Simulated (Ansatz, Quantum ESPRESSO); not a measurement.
## Equation of state of hcp Ti

How stiff is hcp Ti under hydrostatic load? Each row relaxes cell and atoms at a set pressure. The phase is followed to these pressures whether or not it stays the stable one.

Calculated with Ansatz 0.2.0, PBEsol, PAW files of the set soft_1, cutoff 600 eV, Fermi–Dirac smearing 0.05 eV, k-mesh 17×17×10, no spin polarisation, no spin-orbit coupling.

Reference cell, relaxed at zero pressure with PBEsol (P6_3/mmc): a = 2.9010 Å, b = 2.9010 Å, c = 4.5887 Å, α = 90.00°, β = 90.00°, γ = 120.00°.

```
atom       x       y       z
  Ti  0.3333  0.6667  0.7500
  Ti  0.6667  0.3333  0.2500
```

```
V (Å³/atom)    V/V0  P (GPa)  E − E0 (meV/atom)
    17.3273  1.0362   −3.999                7.8
    16.0794  0.9616    5.000                9.7
    15.5336  0.9290    9.998               35.0
    15.0578  0.9005   14.997               72.0
    13.9121  0.8320   29.996              230.1
```

V0 = 16.7213 Å³ an atom, where the residual pressure P0 is −0.007 GPa. **Question.** Fit the Birch–Murnaghan law and give the pressure and the energy at V = 14.6357 Å³ an atom, a row left out above.

With the Eulerian strain f = ½[(V0/V)^(2/3) − 1] and F = (P − P0)/[3f(1 + 2f)^(5/2)], the third-order law is the line F = B0 + (3/2) B0 (B′ − 4) f.

```
       f  F (GPa)
 0.06523   112.85
 0.03618   116.09
 0.02517   117.18
 0.01322   118.28
−0.01173   120.41
```

A straight line through the 5 rows: the means are 0.02561 for f and 116.96 for F, Σ(Δx)² = 0.003229 and ΣΔxΔy = −0.3173, so the slope is −0.3173/0.003229 = −98.255 and the intercept 116.96 − (−98.255)(0.02561) = 119.48.

Hence B0 = 119.5 GPa and B′ = 4 + (−98.3)/(1.5 × 119.5) = 3.45. For the withheld volume f = 0.04644, F = 114.92 GPa and P = 19.98 GPa. The run itself gives 20.00 GPa, so the estimate misses by 0.02 GPa; the fitted rows themselves lie up to 0.06 GPa off the law.

Integrating the same law gives E − E0 = (9/2) B0 V0 f²[1 + (B′ − 4) f] + P0(V0 − V), with 1 GPa Å³ = 6.2415 meV: 117.8 meV an atom. The run itself gives 118.0 meV, so the estimate misses by 0.2 meV; the fitted rows themselves lie up to 0.1 meV off the law.

The same fit over all rows at other levels or in other programs gives B0 = 119 GPa with PBEsol (Quantum ESPRESSO, GBRV).

Measured volume: 17.658 Å³ an atom (Acta Geologica Sinica 87 1275 2013), so V0 is −5.3 % off. A stiffness follows the volume as d ln B/d ln V = −B′, which moves B0 by about −17 % when it is taken at the measured volume.

The calculation is for a static lattice, while measurements hold thermal and zero-point motion.

[Logs are printed without paths, hosts, clocks, repeated set-up lines and the standing remarks that a program may print on its own settings, such as how far it seeks lower states.]
